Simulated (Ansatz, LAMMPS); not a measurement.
# Elastic response of glassy 76SiO2-9BaO-7SrO-4Li2O-4ZrO2 (mol %) (128 atoms), part 3 of 3

Aim: relax glassy 76SiO2-9BaO-7SrO-4Li2O-4ZrO2 (mol %) (128 atoms), then change its volume and shape to read moduli from the stress.

Ansatz 0.2.0; Kohn-Sham DFT, PBE, PAW (set soft_2), plane waves.

The cell: 34 Si, 4 Ba, 3 Sr, 4 Li, 2 Zr and 81 O. The quench rate of 100 K/ps is orders of magnitude faster than experiment. The network of bonds at the start is that of the classical potential that made the cell. The Brillouin zone is sampled at Γ only. The levels lack spin–orbit coupling.

So far. Step 9 (Volume -10 %): The relaxation converged after 17 steps, 7.05 eV below its start, with a largest force component of 0.039 eV/Å. Step 9 (Volume -10 %): Volume -10 %: the energy stands 3.13 eV above that of the reference, at a pressure of 5.90 GPa.

### Step 10. Stretched by 1 % along x

The relaxed cell is strained along x alone, which gives the stiffness along x and its coupling to y and z.

The input, input.yaml:

```yaml
crystal:
  lattice:
    - [12.27937, -0.09053, -0.0737]
    - [-0.09144, 12.19686, 0.38308]
    - [-0.07444, 0.38308, 12.15499]
  atoms:
    [... the 128 atom lines of step 4 ...]
kpoints:
  mp_grid: { grid: [1, 1, 1] }
hamiltonian:
  xc: pbe
scf:
  occupations: { method: fixed }
output:
  forces: true
  eigenvalues: true
  stress: true
relax:
  f_tol: 0.05
  max_steps: 70
```

On the command line:

```console
> ansatz run input.yaml --threads 4 --pin off --max-ram 8192MiB --backend cpu --events-out ev --progress --plain --runs-dir out
```

Numbers of over 12 decimals in the logs are rounded to 6 here.

Output:

```text
[...]
Crystal: 128 atoms, lattice volume = 1818.486 Å³
Basis set: ecut = 420 eV, 35581 PW (Γ), exchange–correlation on 180×180×180 points (8 copies of the dense FFT grid, shifted against one another)
Bands: 492, of which v1, the nominal top of the filled ones, is band 364 counted from 1 (363 counted from 0)
Symmetry: 1 space group operations
[...]
k-points: 1
[...]
SCF iter   1: F=—  HF=-111349.003820 eV  |F-HF|=—  |Δ(HF+E_count)|=         —  Δρ=2.14e-3  dr2=1.07e-1  ethr=1.77e-3  ⟨swp⟩=5.0  Hψ=1924  notcnv=0  defer=124
[...]
SCF iter   5: F=—  HF=-111349.011822 eV  |F-HF|=—  |Δ(HF+E_count)|=   3.35e-5  Δρ=8.07e-5  dr2=1.11e-4  ethr=8.21e-8  ⟨swp⟩=2.0  Hψ=780  notcnv=0  defer=126
SCF iter   6: F=-111349.011829 eV  HF=-111349.011834 eV  |F-HF|=4.46e-6  |Δ(HF+E_count)|=   1.24e-5  Δρ=3.31e-5  dr2=1.82e-5  ethr=8.59e-9  ⟨swp⟩=19.0  Hψ=3812  notcnv=0
SCF 1 converged in 6 iterations: F = -111349.011829 eV  dr2 = 1.82e-5
[...]
relax step   1: F+E_penalty+E_count = -111349.01182950 eV  Δ(F+E_penalty+E_count) = +0.000e0 eV  max|allowed force component| = 5.071e-1 eV/Å  Δτ_max = 0.0000 Å  (6 SCF iters, dr2 threshold 6.25e-5 eV, accepted)
[...]
relax step   2: F+E_penalty+E_count = -111349.07119034 eV  Δ(F+E_penalty+E_count) = -5.936e-2 eV  max|allowed force component| = 3.386e-1 eV/Å  Δτ_max = 0.0726 Å  (6 SCF iters, dr2 threshold 1.61e-5 eV, accepted)
[...]
relax step   3: F+E_penalty+E_count = -111349.11360509 eV  Δ(F+E_penalty+E_count) = -4.241e-2 eV  max|allowed force component| = 1.264e-1 eV/Å  Δτ_max = 0.0442 Å  (6 SCF iters, dr2 threshold 7.16e-6 eV, accepted)
relax step   4: F+E_penalty+E_count = -111349.12281359 eV  Δ(F+E_penalty+E_count) = -9.209e-3 eV  max|allowed force component| = 7.984e-2 eV/Å  Δτ_max = 0.0185 Å  (8 SCF iters, accepted)
relax step   5: F+E_penalty+E_count = -111349.12690158 eV  Δ(F+E_penalty+E_count) = -4.088e-3 eV  max|allowed force component| = 5.807e-2 eV/Å  Δτ_max = 0.0103 Å  (7 SCF iters, accepted)
[...]
relax step   6: F+E_penalty+E_count = -111349.13006344 eV  Δ(F+E_penalty+E_count) = -3.162e-3 eV  max|allowed force component| = 3.966e-2 eV/Å  Δτ_max = 0.0199 Å  (7 SCF iters, accepted)
SCF converged after 7 iterations
Free energy (F): -111349.130063 eV
[...]
Internal energy: -111349.130063 eV  (E = F + TS)
E sigma→0 (E₀):  -111349.130063 eV
Fermi energy:    4.283735 eV
[...]
Σ components = -111349.130063   (vs F -111349.130063, Δ=0.00e0)
--- Forces (eV/Å), atoms counted from 1 ---
  atom   1  Si     0.00291673     0.00375360    -0.00724888
  atom   2  Si    -0.01683272    -0.00858126     0.01267938
  atom   3  Si     0.00228494     0.02143394     0.00538794
  atom   4  Si     0.01163926     0.00158182     0.00143907
[...]
atom 128  O      0.01118708     0.00892592    -0.00368218
  max |Σ_I F_I| component: 7.97e-5 eV/Å
--- Stress (GPa, compression-positive) ---
       -0.932506      -0.066592       0.015121
       -0.066591      -0.214915       0.073890
        0.015123       0.073890      -0.253826
  P = ⅓ Tr σ = -0.4671 GPa (-4.671 kbar)
--- Band table (eV) ---
[...]
--- Relaxed structure (6 steps of the walk, 6 accepted, 0 SCFs on fresh bases) ---
  F+E_penalty+E_count = -111349.13006344 eV   max|allowed force component| = 3.966e-2 eV/Å
  atoms:
    - { symbol: Si, position: [0.475734, 0.949404, 0.313061] }
    - { symbol: Si, position: [0.447952, 0.019008, 0.947271] }
    - { symbol: Si, position: [0.900341, 0.403962, 0.621718] }
    - { symbol: Si, position: [0.439897, 0.836315, 0.793075] }
[...]
- { symbol: O, position: [0.579051, 0.043361, 0.950978] }
```

Wall time 2.7 min (4 threads of Arm Neoverse V2, shared host); peak memory 2.8 GiB.

The relaxation converged after 6 steps, 0.118 eV below its start, with a largest force component of 0.040 eV/Å.

Stretched by 1 % along x: the energy stands 0.0457 eV above that of the reference, at a pressure of -0.467 GPa.

### Step 11. Compressed by 1 % along x

The relaxed cell is strained along x alone, which gives the stiffness along x and its coupling to y and z.

input.yaml, the sections that differ from step 10:

```yaml
crystal:
  lattice:
    - [12.03621, -0.09053, -0.0737]
    - [-0.08962, 12.19686, 0.38308]
    - [-0.07296, 0.38308, 12.15499]
  atoms:
    [... the 128 atom lines of step 4 ...]
# kpoints, hamiltonian, scf, output, relax: as in step 10
```

Output:

```text
[...]
Crystal: 128 atoms, lattice volume = 1782.475 Å³
Basis set: ecut = 420 eV, 34859 PW (Γ), exchange–correlation on 162×180×180 points (8 copies of the dense FFT grid, shifted against one another)
Bands: 492, of which v1, the nominal top of the filled ones, is band 364 counted from 1 (363 counted from 0)
Symmetry: 1 space group operations
[...]
k-points: 1
[...]
SCF iter   1: F=—  HF=-111348.989127 eV  |F-HF|=—  |Δ(HF+E_count)|=         —  Δρ=2.17e-3  dr2=1.08e-1  ethr=1.77e-3  ⟨swp⟩=5.0  Hψ=1919  notcnv=0  defer=124
[...]
SCF iter   5: F=—  HF=-111348.997602 eV  |F-HF|=—  |Δ(HF+E_count)|=   3.60e-5  Δρ=7.98e-5  dr2=1.07e-4  ethr=8.07e-8  ⟨swp⟩=2.0  Hψ=780  notcnv=0  defer=126
SCF iter   6: F=-111348.997608 eV  HF=-111348.997614 eV  |F-HF|=5.67e-6  |Δ(HF+E_count)|=   1.18e-5  Δρ=3.47e-5  dr2=1.94e-5  ethr=8.59e-9  ⟨swp⟩=20.0  Hψ=3907  notcnv=0
SCF 1 converged in 6 iterations: F = -111348.997608 eV  dr2 = 1.94e-5
[...]
relax step   1: F+E_penalty+E_count = -111348.99760824 eV  Δ(F+E_penalty+E_count) = +0.000e0 eV  max|allowed force component| = 5.371e-1 eV/Å  Δτ_max = 0.0000 Å  (6 SCF iters, dr2 threshold 6.25e-5 eV, accepted)
[...]
relax step   2: F+E_penalty+E_count = -111349.05987372 eV  Δ(F+E_penalty+E_count) = -6.227e-2 eV  max|allowed force component| = 3.450e-1 eV/Å  Δτ_max = 0.0679 Å  (6 SCF iters, dr2 threshold 1.80e-5 eV, accepted)
[...]
relax step   3: F+E_penalty+E_count = -111349.10106165 eV  Δ(F+E_penalty+E_count) = -4.119e-2 eV  max|allowed force component| = 1.279e-1 eV/Å  Δτ_max = 0.0451 Å  (6 SCF iters, dr2 threshold 7.44e-6 eV, accepted)
relax step   4: F+E_penalty+E_count = -111349.10871746 eV  Δ(F+E_penalty+E_count) = -7.656e-3 eV  max|allowed force component| = 7.241e-2 eV/Å  Δτ_max = 0.0167 Å  (7 SCF iters, accepted)
relax step   5: F+E_penalty+E_count = -111349.11206153 eV  Δ(F+E_penalty+E_count) = -3.344e-3 eV  max|allowed force component| = 5.635e-2 eV/Å  Δτ_max = 0.0092 Å  (7 SCF iters, accepted)
relax step   6: F+E_penalty+E_count = -111349.11409678 eV  Δ(F+E_penalty+E_count) = -2.035e-3 eV  max|allowed force component| = 5.271e-2 eV/Å  Δτ_max = 0.0264 Å  (8 SCF iters, accepted)
[...]
relax step   7: F+E_penalty+E_count = -111349.11597468 eV  Δ(F+E_penalty+E_count) = -1.878e-3 eV  max|allowed force component| = 1.697e-2 eV/Å  Δτ_max = 0.0114 Å  (7 SCF iters, accepted)
SCF converged after 7 iterations
Free energy (F): -111349.115975 eV
[...]
Internal energy: -111349.115975 eV  (E = F + TS)
E sigma→0 (E₀):  -111349.115975 eV
Fermi energy:    4.484889 eV
[...]
Σ components = -111349.115975   (vs F -111349.115975, Δ=0.00e0)
--- Forces (eV/Å), atoms counted from 1 ---
  atom   1  Si     0.00765024     0.01274268     0.00789194
  atom   2  Si    -0.00477253     0.01099322     0.01004808
  atom   3  Si     0.00025746    -0.00065671    -0.00195824
  atom   4  Si    -0.00755888    -0.00277166     0.00774252
[...]
atom 128  O     -0.00237157    -0.00258426     0.00916957
  max |Σ_I F_I| component: 8.39e-5 eV/Å
--- Stress (GPa, compression-positive) ---
        1.022682       0.019975      -0.014081
        0.019976       0.319892       0.001887
       -0.014079       0.001888       0.305847
  P = ⅓ Tr σ = 0.5495 GPa (5.495 kbar)
--- Band table (eV) ---
[...]
--- Relaxed structure (7 steps of the walk, 7 accepted, 0 SCFs on fresh bases) ---
  F+E_penalty+E_count = -111349.11597468 eV   max|allowed force component| = 1.697e-2 eV/Å
  atoms:
    - { symbol: Si, position: [0.476412, 0.950126, 0.314206] }
    - { symbol: Si, position: [0.445886, 0.016107, 0.948371] }
    - { symbol: Si, position: [0.904558, 0.405678, 0.618948] }
    - { symbol: Si, position: [0.441319, 0.833615, 0.794756] }
[...]
- { symbol: O, position: [0.578815, 0.042028, 0.952294] }
```

Wall time 3.1 min (4 threads); peak memory 2.8 GiB; 12 min of CPU time.

The relaxation converged after 7 steps, 0.118 eV below its start, with a largest force component of 0.017 eV/Å.

Compressed by 1 % along x: the energy stands 0.0598 eV above that of the reference, at a pressure of 0.549 GPa.

### Step 12. Sheared by 2 % in xy

A shear of the relaxed cell gives the modulus that volume changes can't reach.

input.yaml, the sections that differ from step 11:

```yaml
crystal:
  lattice:
    - [12.15688, 0.03105, -0.0737]
    - [0.03144, 12.19595, 0.38308]
    - [-0.06987, 0.38234, 12.15499]
  atoms:
    [... the 128 atom lines of step 4 ...]
# kpoints, hamiltonian, scf, output, relax: as in step 11
```

Output:

```text
[...]
Crystal: 128 atoms, lattice volume = 1800.299 Å³
Basis set: ecut = 420 eV, 35219 PW (Γ), exchange–correlation on 180×180×180 points (8 copies of the dense FFT grid, shifted against one another)
Bands: 492, of which v1, the nominal top of the filled ones, is band 364 counted from 1 (363 counted from 0)
Symmetry: 1 space group operations
[...]
k-points: 1
[...]
SCF iter   1: F=—  HF=-111348.944278 eV  |F-HF|=—  |Δ(HF+E_count)|=         —  Δρ=2.16e-3  dr2=1.08e-1  ethr=1.77e-3  ⟨swp⟩=5.0  Hψ=1924  notcnv=0  defer=124
[...]
SCF iter   5: F=—  HF=-111348.952087 eV  |F-HF|=—  |Δ(HF+E_count)|=   3.28e-5  Δρ=8.07e-5  dr2=1.10e-4  ethr=8.14e-8  ⟨swp⟩=2.0  Hψ=777  notcnv=0  defer=126
SCF iter   6: F=-111348.952094 eV  HF=-111348.952098 eV  |F-HF|=4.49e-6  |Δ(HF+E_count)|=   1.12e-5  Δρ=3.32e-5  dr2=1.81e-5  ethr=8.59e-9  ⟨swp⟩=19.0  Hψ=3848  notcnv=0
SCF 1 converged in 6 iterations: F = -111348.952094 eV  dr2 = 1.81e-5
[...]
relax step   1: F+E_penalty+E_count = -111348.95209363 eV  Δ(F+E_penalty+E_count) = +0.000e0 eV  max|allowed force component| = 5.681e-1 eV/Å  Δτ_max = 0.0000 Å  (6 SCF iters, dr2 threshold 6.25e-5 eV, accepted)
[...]
relax step   2: F+E_penalty+E_count = -111349.04006236 eV  Δ(F+E_penalty+E_count) = -8.797e-2 eV  max|allowed force component| = 4.481e-1 eV/Å  Δτ_max = 0.0645 Å  (6 SCF iters, dr2 threshold 2.02e-5 eV, accepted)
[...]
relax step   3: F+E_penalty+E_count = -111349.08124361 eV  Δ(F+E_penalty+E_count) = -4.118e-2 eV  max|allowed force component| = 1.479e-1 eV/Å  Δτ_max = 0.0707 Å  (6 SCF iters, dr2 threshold 1.25e-5 eV, accepted)
relax step   4: F+E_penalty+E_count = -111349.08845274 eV  Δ(F+E_penalty+E_count) = -7.209e-3 eV  max|allowed force component| = 8.796e-2 eV/Å  Δτ_max = 0.0568 Å  (8 SCF iters, accepted)
relax step   5: F+E_penalty+E_count = -111349.09214029 eV  Δ(F+E_penalty+E_count) = -3.688e-3 eV  max|allowed force component| = 5.320e-2 eV/Å  Δτ_max = 0.0120 Å  (7 SCF iters, accepted)
[...]
relax step   6: F+E_penalty+E_count = -111349.09404014 eV  Δ(F+E_penalty+E_count) = -1.900e-3 eV  max|allowed force component| = 4.242e-2 eV/Å  Δτ_max = 0.0093 Å  (6 SCF iters, accepted)
SCF converged after 6 iterations
Free energy (F): -111349.094040 eV
[...]
Internal energy: -111349.094040 eV  (E = F + TS)
E sigma→0 (E₀):  -111349.094040 eV
Fermi energy:    4.401090 eV
[...]
Σ components = -111349.094040   (vs F -111349.094040, Δ=0.00e0)
--- Forces (eV/Å), atoms counted from 1 ---
  atom   1  Si     0.00497313     0.02858950    -0.02639386
  atom   2  Si    -0.00524300     0.00066424     0.00395243
  atom   3  Si     0.00528450    -0.00929259     0.00181811
  atom   4  Si    -0.01590609    -0.01875241    -0.01042565
[...]
atom 128  O      0.00645380     0.02398644    -0.00610491
  max |Σ_I F_I| component: 3.93e-5 eV/Å
--- Stress (GPa, compression-positive) ---
       -0.057457      -0.756174       0.044252
       -0.756174       0.016756       0.001025
        0.044255       0.001026      -0.028650
  P = ⅓ Tr σ = -0.0231 GPa (-0.231 kbar)
--- Band table (eV) ---
[...]
--- Relaxed structure (6 steps of the walk, 6 accepted, 0 SCFs on fresh bases) ---
  F+E_penalty+E_count = -111349.09404014 eV   max|allowed force component| = 4.242e-2 eV/Å
  atoms:
    - { symbol: Si, position: [0.477097, 0.948390, 0.314315] }
    - { symbol: Si, position: [0.448911, 0.017069, 0.948050] }
    - { symbol: Si, position: [0.901955, 0.404726, 0.620476] }
    - { symbol: Si, position: [0.443049, 0.834231, 0.794433] }
[...]
- { symbol: O, position: [0.580184, 0.043350, 0.951278] }
```

Elapsed: 2.7 min, on 4 threads; peak memory 2.8 GiB; 11 min of CPU time.

The relaxation converged after 6 steps, 0.142 eV below its start, with a largest force component of 0.042 eV/Å.

Sheared by 2 % in xy: the energy stands 0.0817 eV above that of the reference, at a pressure of -0.0231 GPa.

### Step 13. Pressure against volume

Atoms are relaxed at each volume, in the scaled cell.

```tsv
volume change (%)	volume (Å³/atom)	energy change (meV/atom)	pressure (GPa)	largest move on relaxing (Å)	bonds	gap (eV)
-10	12.660	24.47	5.90	0.50	220	4.04
-6	13.222	8.68	3.30	0.35	216	3.91
-3	13.644	2.26	1.64	0.17	212	3.82
+0	14.066	0.00	0.01	-	210	3.73
+3	14.488	1.85	-1.41	0.20	208	3.66
+6	14.910	7.24	-2.76	0.46	205	3.59
```

### Step 14. Uniaxial strain and shear

Stress (GPa, compression positive) less that of the relaxed cell, atoms relaxed:

```tsv
strain	xx	yy	zz	xy	energy change (meV/atom)
stretched by 1 % along x	-0.946	-0.228	-0.259	-0.057	0.36
compressed by 1 % along x	1.009	0.307	0.301	0.029	0.47
sheared by 2 % in xy	-0.071	0.004	-0.034	-0.747	0.64
```

### Step 15. Findings

The bulk modulus, from the slope of pressure against ln V over the three points nearest the relaxed volume, is 50.9 GPa; between neighbouring points the slope runs 60, 53, 54, 48 and 47 GPa from the smallest volume up, without a steady fall, so no pressure derivative is given. The count of bonds runs from 205 to 220 over the series, so at some points contacts cross the cutoffs. At -10 % some atom moved by over 0.5 Å on relaxing, so that point may sit in another local minimum. The gap goes from 4.04 eV at the smallest volume to 3.59 eV at the largest, -2.7 eV per unit of ln V by a straight line, on the run's k-points. In the Cartesian axes of the cell, finite differences give C11 = 97.8, C12 = 26.7, C13 = 28.0 and C66 = 37.3 GPa (the shear of 2 % is the engineering strain, εxy = 0.01). The mean of C11, C12 and C13, which equals the bulk modulus in a cubic or isotropic solid, is 50.8 GPa: it agrees with the bulk modulus within 10 %. For an isotropic solid C66 would equal (C11 − C12)/2 = 35.5 GPa; so small a sample needn't be isotropic, and C66 rests on one shear. With the bulk modulus and C66 as K and G, Young's modulus would be about 90 GPa and Poisson's ratio 0.21.

Caveats: Strains are finite and relaxations stop at the force tolerance of the input, which can leave moduli too stiff; they are those of a static cell at zero temperature. Volumes are changed with the cell's shape held, so in an anisotropic solid the modulus lies over the one under free hydrostatic load. The program notes that the SCF threshold of the relaxations is loose for the stress.

The DFT runs together took 44 min of wall time.

[Logs are printed without paths, hosts, clocks, repeated set-up lines and the standing remarks that a program may print on its own settings, such as how far it seeks lower states.]

[Hosts, paths, dates, database ids (printed as entryN), source tags and the programs' standing remarks are cut or masked in the printed files.]
